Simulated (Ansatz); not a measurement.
## Stretching the linear Bi chain

Wanted: energy, moment and open channels of the linear Bi chain from 12 % compression to 30 % stretch.

Calculated with Ansatz 0.2.0; DFT PBE, plane waves, PAW; relaxation of a chain's period, in the first sound run; inputs show where later runs differ.

Most raw output is cut from this account.

## 1. Set-up

The cell holds 1 atom: 1 Bi. Cell: a = 7.500 Å, b = 7.500 Å, c = 2.753 Å, α = 90.0°, β = 90.0°, γ = 90.0°. Vacuum lies along a and b. The structure's axis is c.

## 2. The relaxed wire

Band widths follow the bond lengths, so the chain is relaxed first. The atoms and the third cell vector are free; the box across stays fixed as vacuum. Moments are seeded so that a magnetic state can form if it lies lower. A Fermi-Dirac smearing is set since the result may be a metal. The pressure printed is a third of the stress's trace over the whole box, vacuum included; only the stress along the axis is relaxed.

The input, input.yaml:

```yaml
crystal:
  lattice:
    - [7.5, 0.0, 0.0]
    - [0.0, 7.5, 0.0]
    - [0.0, 0.0, 2.7528]
  atoms:
    - { symbol: Bi, position: [0.5, 0.5, 0.0], spin: 0.5 }
magnetization:
  spin_polarized: true
kpoints:
  mp_grid: { grid: [1, 1, 30] }
scf:
  occupations: { method: fermi_dirac, width: 0.05 }
hamiltonian:
  xc: pbe
relax:
  cell: { fix: [a, b, alpha, beta, gamma] }
  max_steps: 60
```

Started as:

```
$ ansatz run input.yaml --threads 4 --pin off --max-ram 8192MiB --backend cpu --events-out ev --progress --plain --runs-dir out
```

Elapsed: 5.5 s, on 4 threads of Arm Neoverse V2, shared host; peak memory 0.4 GiB.

Relaxation path:

```
step  energy less that of the first step (eV)  largest force component (eV/Å)  pressure (GPa)  volume (Å³)
   1                                   0.0000                          0.0000            1.15       154.84
   2                                  -0.0440                          0.0000           -0.01       162.39
   3                                  -0.0471                          0.0000            0.11       161.15
   4                                  -0.0475                          0.0000            0.18       160.60
  5*                                  -0.0478                          0.0000            0.18       160.60
```

Relaxation steps marked * repeat the geometry before them on a plane-wave basis chosen anew for their cell, so energy and pressure can jump there.

```
cell as run  before  after  change
      c (Å)   2.753  2.855  +3.7 %
```

Final coordinates:

```
Bi
1.0
     7.50000    0.00000    0.00000
     0.00000    7.50000    0.00000
     0.00000    0.00000    2.85507
Bi
1
Cartesian
  3.7500 3.7500 0.0000
```

This step gave:

- energy at zero smearing: -12395.3813 eV
- cell length along the wire: 2.855 Å

The cell's length comes to 2.855 Å with no moment.

## 3. The chain at a fixed length, period over the relaxed period 0.88, k-mesh 1×1×32

This step: DFT PBE, plane waves, PAW; channels and complex bands of a perfect chain (Ansatz 0.2.0).

The period is set to 0.88 times the relaxed one: shorter bonds widen the bands.

The cell differs from the one that the last finished run ended in (c 2.855 → 2.512 Å).

input.yaml, the sections that differ from step 2:

```yaml
crystal:
  lattice:
    - [7.5, 0.0, 0.0]
    - [0.0, 7.5, 0.0]
    - [0.0, 0.0, 2.5124650846]
  atoms:
    - { symbol: Bi, position: [0.5, 0.5, 0.0], spin: 0.5 }
kpoints:
  mp_grid: { grid: [1, 1, 32] }
output:
  transmission:
    e_range: [-2, 2]
    de: 0.035
    kmesh: [1, 1]
    reduced_basis: true
    leads: [[0, 0]]
  stress: true
# magnetization, scf, hamiltonian: as in step 2
# relax: removed
```

It took 20 s on 4 threads; peak memory 0.47 GiB; 70 s of CPU time.

This step gave:

```
energy at zero smearing                                   : -12394.6690 eV
channels at the energy nearest the Fermi level, spin up   : 3
channels at the energy nearest the Fermi level, spin down : 3
conductance of the lead as this run defines it            : 3.000 G₀
band gap                                                  : 0 eV
```

Table of open channels of the lead by energy, zero at the Fermi level:

```
energy (eV)  spin up  spin down
     -2.000        3          3
     -1.790        3          3
     -1.615        3          3
     -1.405        3          3
     -1.195        3          3
     -0.985        3          3
     -0.810        3          3
     -0.600        3          3
     -0.390        3          3
     -0.215        3          3
     -0.005        3          3
      0.205        3          3
      0.415        3          3
      0.590        3          3
      0.800        3          3
      1.010        3          3
      1.185        3          3
      1.395        3          3
      1.605        3          3
      1.815        3          3
```

At the computed energy nearest the Fermi level there are 3 spin-up and 3 spin-down channels, and the thermal average gives 3.00 G₀.

## 4. The chain at a fixed length, period over the relaxed period 0.92, k-mesh 1×1×31

The period is set to 0.92 times the relaxed one: shorter bonds widen the bands.

The cell differs from the one that the last finished run ended in (c 2.512 → 2.627 Å).

Edit input.yaml of step 3 so:

```diff
@@ -4,3 +4,3 @@
     - [0.0, 7.5, 0.0]
-    - [0.0, 0.0, 2.5124650846]
+    - [0.0, 0.0, 2.626668043]
   atoms:
@@ -10,3 +10,3 @@
 kpoints:
-  mp_grid: { grid: [1, 1, 32] }
+  mp_grid: { grid: [1, 1, 31] }
 scf:
```

Run time: 19 s. Hardware: 4 threads; peak memory 0.49 GiB; 66 s of CPU time.

At the computed energy nearest the Fermi level there are 3 spin-up and 3 spin-down channels, and the thermal average gives 3.00 G₀.

## 5. The chain at a fixed length, period over the relaxed period 0.96, k-mesh 1×1×30

The period is set to 0.96 times the relaxed one: shorter bonds widen the bands.

The cell differs from the one that the last finished run ended in (c 2.627 → 2.741 Å).

Edit input.yaml of step 4 so:

```diff
@@ -4,3 +4,3 @@
     - [0.0, 7.5, 0.0]
-    - [0.0, 0.0, 2.626668043]
+    - [0.0, 0.0, 2.7408710014]
   atoms:
@@ -10,3 +10,3 @@
 kpoints:
-  mp_grid: { grid: [1, 1, 31] }
+  mp_grid: { grid: [1, 1, 30] }
 scf:
```

Run time: 17 s. Hardware: 4 threads; peak memory 0.47 GiB.

At the computed energy nearest the Fermi level there are 3 spin-up and 3 spin-down channels, and the thermal average gives 3.00 G₀.

## 6. At a set period, period over the relaxed period 1, k-mesh 1×1×29

The period is set to 1.0 times the relaxed one, as the point of reference.

Edit input.yaml of step 5 so:

```diff
@@ -4,3 +4,3 @@
     - [0.0, 7.5, 0.0]
-    - [0.0, 0.0, 2.7408710014]
+    - [0.0, 0.0, 2.8550739598]
   atoms:
@@ -10,3 +10,3 @@
 kpoints:
-  mp_grid: { grid: [1, 1, 30] }
+  mp_grid: { grid: [1, 1, 29] }
 scf:
```

It took 17 s on 4 threads; peak memory 0.41 GiB.

Table of open channels of the lead by energy, zero at the Fermi level:

```
energy (eV)  spin up  spin down
     -2.000        1          1
     -1.790        1          1
     -1.615        1          1
     -1.405        3          3
     -1.195        3          3
     -0.985        3          3
     -0.810        3          3
     -0.600        3          3
     -0.390        3          3
     -0.215        3          3
     -0.005        3          3
      0.205        3          3
      0.415        3          3
      0.590        3          3
      0.800        3          3
      1.010        3          3
      1.185        3          3
      1.395        3          3
      1.605        3          3
      1.815        3          3
```

At the computed energy nearest the Fermi level there are 3 spin-up and 3 spin-down channels, and the thermal average gives 3.00 G₀.

## 7. The chain at a fixed length, period over the relaxed period 1.04, k-mesh 1×1×27

The period is set to 1.04 times the relaxed one: longer bonds narrow the bands.

The cell differs from the one that the last finished run ended in (c 2.855 → 2.969 Å).

Edit input.yaml of step 6 so:

```diff
@@ -4,3 +4,3 @@
     - [0.0, 7.5, 0.0]
-    - [0.0, 0.0, 2.8550739598]
+    - [0.0, 0.0, 2.9692769182]
   atoms:
@@ -10,3 +10,3 @@
 kpoints:
-  mp_grid: { grid: [1, 1, 29] }
+  mp_grid: { grid: [1, 1, 27] }
 scf:
```

The job ended after 17 s (4 threads; peak memory 0.42 GiB).

At the computed energy nearest the Fermi level there are 3 spin-up and 3 spin-down channels, and the thermal average gives 3.00 G₀. The change of length costs 0.025 eV a cell and leaves no moment.

## 8. At a set period, period over the relaxed period 1.08, k-mesh 1×1×26

The period is set to 1.08 times the relaxed one: longer bonds narrow the bands.

The cell differs from the one that the last finished run ended in (c 2.969 → 3.083 Å).

Edit input.yaml of step 7 so:

```diff
@@ -4,3 +4,3 @@
     - [0.0, 7.5, 0.0]
-    - [0.0, 0.0, 2.9692769182]
+    - [0.0, 0.0, 3.0834798765]
   atoms:
@@ -10,3 +10,3 @@
 kpoints:
-  mp_grid: { grid: [1, 1, 27] }
+  mp_grid: { grid: [1, 1, 26] }
 scf:
```

Elapsed: 19 s, on 4 threads; peak memory 0.39 GiB.

At the computed energy nearest the Fermi level there are 3 spin-up and 3 spin-down channels, and the thermal average gives 3.00 G₀. The change of length costs 0.106 eV a cell and leaves no moment.

## 9. The chain at a fixed length, period over the relaxed period 1.13, k-mesh 1×1×25

The period is set to 1.13 times the relaxed one: longer bonds narrow the bands.

The cell differs from the one that the last finished run ended in (c 3.083 → 3.226 Å).

Edit input.yaml of step 8 so:

```diff
@@ -4,3 +4,3 @@
     - [0.0, 7.5, 0.0]
-    - [0.0, 0.0, 3.0834798765]
+    - [0.0, 0.0, 3.2262335745]
   atoms:
@@ -10,3 +10,3 @@
 kpoints:
-  mp_grid: { grid: [1, 1, 26] }
+  mp_grid: { grid: [1, 1, 25] }
 scf:
```

Run time: 19 s. Hardware: 4 threads; peak memory 0.42 GiB; 65 s of CPU time.

At the computed energy nearest the Fermi level there are 3 spin-up and 3 spin-down channels, and the thermal average gives 3.00 G₀. The change of length costs 0.285 eV a cell and leaves no moment.

## 10. At a set period, period over the relaxed period 1.2, k-mesh 1×1×24

The period is set to 1.2 times the relaxed one: longer bonds narrow the bands.

The cell differs from the one that the last finished run ended in (c 3.226 → 3.426 Å).

Edit input.yaml of step 9 so:

```diff
@@ -4,3 +4,3 @@
     - [0.0, 7.5, 0.0]
-    - [0.0, 0.0, 3.2262335745]
+    - [0.0, 0.0, 3.4260887517]
   atoms:
@@ -10,3 +10,3 @@
 kpoints:
-  mp_grid: { grid: [1, 1, 25] }
+  mp_grid: { grid: [1, 1, 24] }
 scf:
```

Run time: 16 s. Hardware: 4 threads; peak memory 0.42 GiB; 55 s of CPU time.

At the computed energy nearest the Fermi level there are 3 spin-up and 3 spin-down channels, and the thermal average gives 3.00 G₀. The change of length costs 0.558 eV a cell and leaves no moment.

## 11. At a set period, period over the relaxed period 1.3, k-mesh 1×1×22

The period is set to 1.3 times the relaxed one: longer bonds narrow the bands.

The cell differs from the one that the last finished run ended in (c 3.426 → 3.712 Å).

Edit input.yaml of step 10 so:

```diff
@@ -4,3 +4,3 @@
     - [0.0, 7.5, 0.0]
-    - [0.0, 0.0, 3.4260887517]
+    - [0.0, 0.0, 3.7115961477]
   atoms:
@@ -10,3 +10,3 @@
 kpoints:
-  mp_grid: { grid: [1, 1, 24] }
+  mp_grid: { grid: [1, 1, 22] }
 scf:
```

Elapsed: 14 s, on 4 threads; peak memory 0.41 GiB; 49 s of CPU time.

At the computed energy nearest the Fermi level there are 3 spin-up and 3 spin-down channels, and the thermal average gives 3.00 G₀. The change of length costs 0.981 eV a cell and leaves no moment.

## 12. Side by side

Times are for 4 threads of Arm Neoverse V2, shared host. The series side by side:

```
no.  period over the relaxed period  conductance of the lead as this run defines it (G₀)  energy at zero smearing less the lowest (eV)  time  memory (GiB)
  1                            0.88                                                3.000                                        0.6992  20 s          0.47
  2                            0.92                                                3.000                                        0.2707  19 s          0.49
  3                            0.96                                                3.000                                       0.04659  17 s          0.47
  4                               1                                                3.000                                             0  17 s          0.41
  5                            1.04                                                3.000                                       0.02474  17 s          0.42
  6                            1.08                                                3.000                                        0.1060  19 s          0.39
  7                            1.13                                                3.000                                        0.2853  19 s          0.42
  8                             1.2                                                3.000                                        0.5580  16 s          0.42
  9                             1.3                                                3.000                                        0.9807  14 s          0.41
```

## 13. The same system on other settings

This step: DFT PBE, plane waves, PAW; channels and complex bands of a perfect chain; changed: kpoints.KSPACING = 60, scf.max_iter = 100 (Ansatz 0.2.0).

The input of the run at the relaxed period is made doubtful on purpose.

input.yaml, the sections that differ from step 11:

```yaml
crystal:
  lattice:
    - [7.5, 0.0, 0.0]
    - [0.0, 7.5, 0.0]
    - [0.0, 0.0, 2.8550739598]
  atoms:
    - { symbol: Bi, position: [0.5, 0.5, 0.0], spin: 0.5 }
kpoints:
  mp_grid: { grid: [1, 1, 29] }
  KSPACING: 60
scf:
  occupations: { method: fermi_dirac, width: 0.05 }
  max_iter: 100
# magnetization, hamiltonian, output: as in step 11
```

Run time: 0.01 s. Hardware: 4 threads; peak memory 0.06 GiB.

The input was rejected at the start.

The program's message: “Error: YAML parse error: error: line 12 column 3: unknown field `KSPACING`, expected one of mp_grid, list, band_path, initial_grid, further_shifts”

The change that led to it: kpoints.KSPACING = 60.

## 14. Outcome

```yaml
relaxed_cell_length: 2.855 Å
conductance_at_period_x_0p88: 3.00 G₀
conductance_at_period_x_1p0: 3.00 G₀
conductance_at_period_x_1p13: 3.00 G₀
conductance_at_period_x_1p3: 3.00 G₀
absolute_moment_at_period_x_0p88: 0 μB
absolute_moment_at_period_x_1p0: 0 μB
absolute_moment_at_period_x_1p3: 0 μB
```

In words: No moment survives at any length. Transport is coherent and elastic here: the atoms are frozen, so scattering by vibrations plays no part. Spin-orbit coupling is left out, which matters for the bands of heavy atoms. The lead's cell of one atom keeps the chain straight and evenly spaced; a zigzag or dimerised form may lie lower.

[Logs are printed without paths, hosts, clocks, repeated set-up lines and the standing remarks that a program may print on its own settings, such as how far it seeks lower states.]

[Hosts, paths, dates, database ids (printed as entryN), source tags and the programs' standing remarks are cut or masked in the printed files.]
